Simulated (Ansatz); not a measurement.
PtSe2/PtSe2 (1T bilayer), computed twice by G0W0.

The cell holds 6 atoms: 2 Pt and 4 Se. Its edges and angles: a = 3.710 Å, b = 3.710 Å, c = 40.900 Å, α = 90.0°, β = 90.0°, γ = 120.0°. It derives from Pt1Se2. Regions: layer 1 (PtSe2), 3 atoms (1 Pt and 2 Se); layer 2 (PtSe2), 3 atoms (1 Pt and 2 Se). Vacuum lies along c.

```xyz
6
Lattice="3.7101 0.0000 0.0000 -1.8550 3.2130 0.0000 0.0000 0.0000 40.9000" Properties=species:S:1:pos:R:3
Pt    0.0000    0.0000   17.3580
Se    0.0000    2.1420   18.6766
Se    1.8550    1.0710   16.0355
Pt    1.8550    1.0710   23.5420
Se    0.0000    0.0000   24.8645
Se    0.0000    2.1420   22.2234
```

The structure was relaxed with PBE-D3(BJ). The runs that relaxed it are not among those shown. Spin-orbit coupling is left out unless a run names it.

The first (Ansatz 0.2.0; start PBE, 6×6×1 mesh, 792 empty bands, screening to 80 eV, PAW set soft_1 files; 1 × NVIDIA H100 80GB HBM3 (shared by 6 runs) with 3 threads of AMD EPYC 7R13 (Zen 3), shared host) gave, on its mesh: starting gap 1.20 eV, G0W0 gap 1.84 eV, mean of 1 + 4πα/V (set by the cell height) 4.33, 94 s.

**Question.** The second changes empty bands from 792 to 323 and screening cutoff (eV) from 80.0 to 44. What does it give?

It gave: starting gap 1.20 eV, G0W0 gap 1.77 eV, mean of 1 + 4πα/V (set by the cell height) 4.45, 38 s. The G0W0 gap moves by −0.06 eV, +0.00 eV from the start and −0.06 eV from the correction. Σc changes by +0.31 eV at the valence top and +0.24 eV at the conduction bottom, and Σx − Vxc between them by −0.0001 eV.

Limits: not at the basis limit; coarse mesh for a sheet; no spin polarisation; d states lean on the start; no spin-orbit coupling.

[Paths, hosts, dates, memory and timing lines, banners, echoed tables and standing remarks are left out of the program output.]

[Logs are printed without paths, hosts, clocks, repeated set-up lines and the standing remarks that a program may print on its own settings, such as how far it seeks lower states.]

[Runs of the session that timed out or met a known fault of the program may be left out.]

[Cells called generated may have been cut or substituted from an entry of the Crystallography Open Database or the Materials Project.]

[Hosts, paths, dates, database ids (printed as entryN), source tags and the programs' standing remarks are cut or masked in the printed files.]
